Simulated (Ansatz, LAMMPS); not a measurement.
## Glassy 85GeO2-15Li2O (mol %) (78 atoms) in motion

Aim: follow glassy 85GeO2-15Li2O (mol %) (78 atoms) for a short time with forces from DFT, then look at structure and electrons in the last frame.

Method: Kohn-Sham DFT, r2SCAN, PAW (set soft_2), plane waves, in Ansatz 0.2.0.

## (1) The structure

The cell holds 78 atoms: 22 Ge, 8 Li and 48 O. Cell: a = 10.430 Å, b = 10.430 Å, c = 10.430 Å, α = 90.0°, β = 90.0°, γ = 90.0°. 78 atoms (22 Ge, 8 Li, 48 O) placed at random at 3.6 g/cm³, melted at 4000 K for 10 ps at fixed volume with the Morse and Coulomb pair potential with partial charges (Pedone, Malavasi, Menziani, Cormack and Segre, J. Phys. Chem. B 110, 11780 (2006)). Quenched from 4000 K to 300 K at 300 K/ps and fixed volume, held 10 ps at zero pressure.

What the set-up can't give: The quench rate of 300 K/ps far exceeds what a furnace or splat quench reaches, so expect more defects and frozen-in strain than in a real sample. The starting topology of bonds comes from the classical model, and needn't be the one that DFT or experiment would give. Sampling is at Γ alone, for a cell whose shortest periodic width is 10 Å.

## (2) Dynamics started at 600 K

Without a thermostat the total energy must stay constant, which tests forces and time step. The time step is 1.0 fs.

The input, input.yaml:

```yaml
crystal:
  lattice:
    - [10.43027, 0.0, 0.0]
    - [0.0, 10.43027, 0.0]
    - [0.0, 0.0, 10.43027]
  atoms:
    - { symbol: Ge, position: [0.66575, 0.55056, 0.61655] }
    - { symbol: Ge, position: [0.12292, 0.78643, 0.82888] }
    - { symbol: Ge, position: [0.61418, 0.91412, 0.92524] }
    - { symbol: Ge, position: [0.42479, 0.344, 0.68482] }
    [... 68 atom lines left out ...]
    - { symbol: O, position: [0.30188, 0.66605, 0.44604] }
    - { symbol: O, position: [0.79876, 0.18385, 0.54435] }
    - { symbol: O, position: [0.46748, 0.18729, 0.64578] }
    - { symbol: O, position: [0.65634, 0.01873, 0.04783] }
    - { symbol: O, position: [0.32304, 0.40933, 0.07927] }
    - { symbol: O, position: [0.34018, 0.93017, 0.12462] }
kpoints:
  mp_grid: { grid: [1, 1, 1] }
hamiltonian:
  xc: r2scan
scf:
  occupations: { method: fermi_dirac, width: 0.05 }
output:
  forces: true
  stress: true
md:
  timestep: 1.0
  n_steps: 117
  ensemble: nve
  temperature: 600
  initial_velocities: maxwell_boltzmann
  seed: 2910
```

On the command line:

```bash
$ ansatz run input.yaml --threads 4 --pin off --max-ram 8192MiB --backend cpu --events-out ev --progress --plain --runs-dir out
```

It took 47 min on 4 threads of Arm Neoverse V1, shared host; peak memory 3.3 GiB; 3.1 h of CPU time.

The program notes that the SCF threshold is loose for the stress and it switched symmetry off.

The trajectory, sampled:

```csv
time (fs),T (K),potential (meV/atom),conserved (meV/atom)
0.0,600,0.0,0.00
8.0,700,-12.7,-0.02
16.0,766,-21.3,-0.05
23.0,648,-6.2,-0.01
31.0,547,6.8,0.01
39.0,609,-1.1,-0.01
47.0,686,-11.0,-0.02
55.0,713,-14.5,-0.01
62.0,752,-19.4,-0.01
70.0,781,-23.2,-0.03
78.0,748,-18.9,-0.01
86.0,708,-13.8,-0.01
94.0,702,-13.1,-0.03
101.0,687,-11.1,-0.01
109.0,632,-4.2,-0.01
117.0,589,1.4,0.01
```

Mean square displacement from the first frame to the last: Ge 0.083 Å², Li 0.69 Å², O 0.20 Å².

The mean square displacement by time lag:

```csv
time lag (fs),Ge (Å²),Li (Å²),O (Å²)
1.0,2.5e-5,2.9e-4,1.0e-4
3.0,2.3e-4,0.00263,9.0e-4
5.0,6.2e-4,0.00729,0.00247
8.0,0.00158,0.0184,0.00617
10.0,0.00245,0.0284,0.00942
13.0,0.00406,0.0469,0.0152
15.0,0.00533,0.0613,0.0196
17.0,0.00673,0.0771,0.0242
20.0,0.00903,0.103,0.0313
22.0,0.0107,0.121,0.0362
25.0,0.0133,0.150,0.0434
27.0,0.0151,0.171,0.0481
30.0,0.0179,0.202,0.0549
32.0,0.0198,0.223,0.0594
34.0,0.0217,0.245,0.0637
37.0,0.0246,0.278,0.0702
39.0,0.0265,0.301,0.0744
42.0,0.0293,0.336,0.0807
44.0,0.0311,0.360,0.0848
46.0,0.0329,0.384,0.0890
49.0,0.0356,0.421,0.0952
51.0,0.0373,0.446,0.0992
54.0,0.0399,0.484,0.105
56.0,0.0415,0.509,0.109
59.0,0.0440,0.548,0.115
```

Over the second half of 117 fs the temperature averages 706 K, falling from about 766 to 623 K (means over the first and last quarter of that half). The conserved energy stays within 0.05 meV/atom. From first frame to last Li has the largest mean square displacement, 0.69 Å² at the end; the farthest move is 1.30 Å. The mean temperature of 706 K lies well off the 600 K of the input: without a thermostat, the energy that the start releases heats the cell. The run spans 0.12 ps, too short for its means to be equilibrium values.

## (3) Distances and neighbours late in the run

The g(r) is a mean over the second half; what follows it is taken at the last frame.

Density 3.54 g/cm³, 14.55 Å³ an atom.

Mean of 16 frames. Pair distribution functions g(r), in bins of 0.2 Å:

```csv
r (Å),total,O-O,O-Ge,O-Li,Ge-Ge,Ge-Li,Li-Li
1.50,0.02,0.00,0.01,0.09,0.00,0.00,0.00
1.70,3.24,0.00,9.02,0.95,0.00,0.00,0.00
1.90,1.45,0.00,3.19,2.69,0.00,0.00,0.00
2.10,0.36,0.00,0.26,2.17,0.00,0.00,0.00
2.30,0.20,0.11,0.00,1.25,0.00,0.00,0.00
2.50,0.43,0.77,0.07,0.83,0.00,0.02,0.69
2.70,1.16,2.63,0.09,0.56,0.16,0.82,0.48
2.90,1.39,2.80,0.19,0.64,0.23,2.47,1.33
3.10,1.10,1.62,0.26,0.53,1.72,3.37,0.83
3.30,1.05,0.96,0.47,0.76,3.81,1.79,1.57
3.50,0.94,0.72,0.79,1.34,1.42,1.84,0.80
3.70,0.76,0.48,0.92,1.21,0.45,1.05,0.76
3.90,0.84,0.52,1.19,1.17,0.46,0.66,0.47
4.10,1.03,0.48,1.69,1.43,0.50,0.66,0.21
4.30,1.08,0.55,1.76,1.09,0.81,0.80,0.75
4.50,1.17,0.94,1.58,1.11,0.84,0.88,0.61
4.70,1.06,1.07,1.11,1.31,0.89,0.55,0.47
4.90,1.01,1.31,0.81,0.76,1.01,0.56,1.83
5.10,0.94,1.23,0.70,0.77,0.86,0.94,0.88
```

Bonds by pair of elements; cutoffs follow the first minimum of g(r), held within bounds set by covalent radii, and pairs that aren't listed don't count as bonded:

```csv
pair A-B,cutoff (Å),bonds,mean length (Å),spread (Å),shortest (Å),B about A,A about B
O-Ge,2.27,92,1.78,0.087,1.63,1.92,4.18
O-Li,2.43,24,2.03,0.193,1.68,0.5,3
```

The cutoff for O-Li falls short of the minimum of g(r), so counts run low and odd coordinations can be artefacts.

How many atoms have how many bonded neighbours:

```csv
element,mean,2,3,4,5
Ge,4.18,0,0,18,4
Li,3,1,6,1,0
O,2.42,31,14,3,0
```

Bond angles (no mean is given where the spread exceeds 20°):

```csv
angle,count,mean (°),spread (°)
O-Ge-O,148,108,16.1
Ge-O-Ge,44,136,16.8
Ge-O-Li,43,110,17.3
O-Li-O,25,-,-
Li-O-Li,4,-,-
```

Oxygen atoms by the number of network formers (Si, P, Ge, B, Al, As, Ga) bound to them:

```csv
network formers bound to O,O atoms,per cent
0,0,0
1,4,8.3
2,44,91.7
```

Network units: each former by its oxygen neighbours and how many of them bridge to another former:

```csv
former,O neighbours,bridging O,atoms
Ge,4,3,4
Ge,4,4,14
Ge,5,5,4
```

Bond length by coordination (bonds to H left out):

```csv
element,coordination,atoms,mean bond length (Å)
Ge,4,18,1.77
Ge,5,4,1.85
Li,2,1,1.89
Li,3,6,2.01
Li,4,1,2.17
O,2,31,1.78
O,3,14,1.88
O,4,3,1.99
```

Rings of the network by King's shortest-path rule, up to 12 atoms, one path for each pair of neighbours; H, halogens, alkali and alkaline-earth atoms are left out, and the last column divides by all other atoms, bonded or not:

```csv
ring size (atoms),rings,per network atom
4,1,0.014
6,1,0.014
8,6,0.086
10,10,0.143
12,12,0.171
```

For some of the pairs, g(r) has its first main peak near 2.8 Å (O-O), 1.8 Å (O-Ge), 1.9 Å (O-Li), 3.3 Å (Ge-Ge) and 3.1 Å (Ge-Li). The O-Ge-O angle averages 108° with a spread of 16°. 92 % of the oxygens bridge two formers (Ge) and 8 % are non-bridging. The commonest Ge unit has 4 oxygens, 4 of them shared with other formers (14 of 22 atoms). Rings of 12 atoms are the most common (40 % of those counted); sizes run from 4 to 12, where the search stops.

## (4) Single point at the last frame

The last frame is solved again with fuller output, to read the electronic structure of a thermally displaced geometry.

The input, input.yaml:

```yaml
crystal:
  lattice:
    - [10.43027, 0.0, 0.0]
    - [0.0, 10.43027, 0.0]
    - [0.0, 0.0, 10.43027]
  atoms:
    - { symbol: Ge, position: [0.67305, 0.53258, 0.61855] }
    - { symbol: Ge, position: [0.12913, 0.7906, 0.86495] }
    - { symbol: Ge, position: [0.62105, 0.94685, 0.93138] }
    - { symbol: Ge, position: [0.43102, 0.33454, 0.65352] }
    [... 68 atom lines left out ...]
    - { symbol: O, position: [0.30615, 0.68241, 0.45163] }
    - { symbol: O, position: [0.76572, 0.18115, 0.52494] }
    - { symbol: O, position: [0.50187, 0.17739, 0.62726] }
    - { symbol: O, position: [0.69302, 0.05411, 0.04091] }
    - { symbol: O, position: [0.31993, 0.38008, 0.08314] }
    - { symbol: O, position: [0.33804, 0.92244, 0.15658] }
kpoints:
  mp_grid: { grid: [1, 1, 1] }
hamiltonian:
  xc: r2scan
scf:
  occupations: { method: fermi_dirac, width: 0.05 }
output:
  forces: true
  stress: true
  populations: true
  dos:
    method: { smearing: { sigma: 0.08 } }
    de: 0.1
    projected: { site_lists: { Ge: [Ge], Li: [Li], O: [O] } }
  eigenvalues: true
  write_density: true
  write_potential: true
  volumetric_format: npy
  elf: true
```

Elapsed: 55 s, on 4 threads; peak memory 3.2 GiB.

The program notes that the exchange-correlation potential is rough where the density is thin.

The run gave:

```
free energy                                      : -123601.7339 eV
free energy per atom                             : -1584.6376 eV/atom
SCF cycles                                       : 10
pressure                                         : -1.969 GPa
r.m.s. force component                           : 1.074 eV/Å
longest force                                    : 4.301 eV/Å
Fermi energy                                     : 4.699 eV
gap (highest filled to lowest empty level) : 1.69 eV
spilling of the projection                       : 0.005591
```

Length of the force by element:

```csv
element,coordination,atoms,mean length of the force (eV/Å),spread,least,most
Ge,all,22,2.19,1.06,0.562,4.20
Li,all,8,0.881,0.445,0.227,1.52
O,all,48,1.49,0.720,0.26,4.30
```

Löwdin charges by element (they lack the spilled electrons, 0.044 e an atom on average):

```csv
element,coordination,atoms,mean charge (e),spread,least,most
Ge,all,22,1.62,0.0392,1.55,1.69
Li,all,8,0.817,0.0086,0.807,0.835
O,all,48,-0.808,0.0541,-0.971,-0.726
```

States in the cell by windows of 1 eV, zero at the Fermi level; the larger projections on atomic orbitals stand beside the total:

```csv
from (eV),to (eV),total,O p,Ge p,Ge s
-10,-9,10.3,6.3,0.9,2.3
-9,-8,9.9,6.4,1.2,1.7
-8,-7,21.2,15.4,4.6,0.5
-7,-6,26.9,20.2,5.0,0.5
-6,-5,31.0,24.9,3.6,0.5
-5,-4,49.9,44.8,2.6,0.3
-4,-3,66.2,62.7,1.4,0.2
-3,-2,44.6,42.9,0.6,0.1
-2,-1,5.3,5.1,0.1,0.0
-1,0,2.8,2.6,0.1,0.0
0,1,2.0,0.3,0.1,0.8
1,2,1.1,0.3,0.1,0.5
2,3,7.2,1.8,1.1,2.9
3,4,15.7,4.1,2.8,5.8
4,5,11.6,2.6,3.2,3.0
```

The curve was stored every 0.10 eV, coarse against its broadening of 0.08 eV, so these counts are rough.

Between -26 and -10 eV lie 161 more states.

The stored curve holds about 429 of the 620 electrons; the rest, give or take the few that broadening carries across the Fermi level, lie in deeper levels below its range.

The levels nearest the highest filled one (over half full), pooled over k-points and spins:

```csv
level less the highest filled one (eV),occupation
-1.27,2
-1.20,2
-0.905,2
-0.820,2
-0.119,2
0,2
1.69,0
2.88,0
3.22,0
3.34,0
3.73,0
3.95,0
```

Mean Löwdin charges: Ge +1.62, Li +0.82, O -0.81 e (they miss 0.56 % of the electrons, so they add up to more than the cell's charge). The largest share in the top eV of filled states is O p (96 % of the projected weight), and in the lowest eV of empty states Ge s (39 % of the projected weight).

## (5) Summary of results

| Item | Value |
| --- | --- |
| mean temperature, second half | 705.8 K |
| temperature swing, second half | 56.48 K |
| mean pressure, second half | -1.469 GPa |
| slope of the conserved energy against time, by least squares | 0.0388 meV/atom/ps |
| free energy per atom | -1584.6376 eV/atom |
| pressure | -1.969 GPa |
| r.m.s. force component | 1.074 eV/Å |
| gap (highest filled to lowest empty level) | 1.69 eV |
| wall time of the 2 DFT runs | 48 min |

Over the second half of 117 fs the temperature averages 706 K, falling from about 766 to 623 K (means over the first and last quarter of that half). The conserved energy stays within 0.05 meV/atom. The mean temperature of 706 K lies well off the 600 K of the input: without a thermostat, the energy that the start releases heats the cell. The run spans 0.12 ps, too short for its means to be equilibrium values. 92 % of the oxygens bridge two formers (Ge) and 8 % are non-bridging. The highest filled and lowest empty levels differ by 1.69 eV (at Γ alone); a semilocal functional tends to put such gaps too low. In a disordered cell it changes from sample to sample, and tail or defect levels can set it.

Caveats: The pressure of -2.0 GPa is that of one thermal frame at a volume set beforehand, without the kinetic term.

[Logs are printed without paths, hosts, clocks, repeated set-up lines and the standing remarks that a program may print on its own settings, such as how far it seeks lower states.]

[Hosts, paths, dates, database ids (printed as entryN), source tags and the programs' standing remarks are cut or masked in the printed files.]
